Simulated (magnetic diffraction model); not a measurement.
# TmTi2Ge2: the ordered moment from one line

Space group I4/mmm (no. 139), a = 4.1660 Å, c = 10.3770 Å.

| site | atom | x | y | z |
| --- | --- | --- | --- | --- |
| 2a | Tm | 0 | 0 | 0 |
| 4e | Ge | 1/2 | 1/2 | 0.1277 |
| 4d | Ti | 1/2 | 0 | 1/4 |

This is a made-up structure (elements placed in a structure type, unrelaxed), so the numbers test the method and describe no known phase.

Only Tm is taken to order (form factors of Tm3+); orders and moment sizes are assumed, and not adapted to the symmetry. Radiation: neutrons of λ = 4.2 Å, 3° to 100°; isotropic B of 0.34 Å² (Tm), 0.39 Å² (Ge) and 0.41 Å² (Ti). The intensities are simulated: I ∝ L Σ (|F_N|² + |F_M⊥|²) for unpolarised neutrons, with F_M = 2.695 fm/μB × Σ f(s) S exp(2πi Q·r) exp(−B s²) at Q = H ± k (one set where k and −k are equivalent), only the part normal to Q counting and L = 1/(sin²θ cos θ). For collinear order S is the moment m, which repeats by lattice and centring translations R with the sign exp(−2πi k·R). Form factors are spin-only for 3d ions and dipole or tabulated for f ions, scattering lengths are Sears's of 1992, and absorption is left out. A label names one of the reflections at its angle. The strongest nuclear line in the range is 100, and lines under 0.2 are left out.

In a first state the assumed order is k = (1/2 1/2 0), collinear moments along [100], 3.9 μB on Tm, with this pattern:

| 2θ (°) | index | nuclear | magnetic |
| --- | --- | --- | --- |
| 41.76 | (1/2 1/2 0) | 0.0 | 8.7 |
| 47.75 | (0 0 2) | 23.6 | 0.0 |
| 48.40 | (1/2 -1/2 1) | 0.0 | 16.5 |
| 65.27 | (1/2 1/2 2) | 0.0 | 12.3 |
| 65.80 | (1 0 1) | 5.8 | 0.0 |
| 89.50 | (1/2 -1/2 3) | 0.0 | 8.8 |
| 90.94 | (1 1 0) | 100.0 | 0.0 |

**Question.** Nearer the ordering temperature the line at 48.40° has total intensity 1.5 on the same scale, and all moments have shrunk alike. How large is the Tm moment?

The nuclear part, 0.0, stays, so the magnetic part is 1.5 against 16.5. It goes as m², so m = 3.9 × √(1.5/16.5) = 1.18 μB; the value used was 1.17 μB.
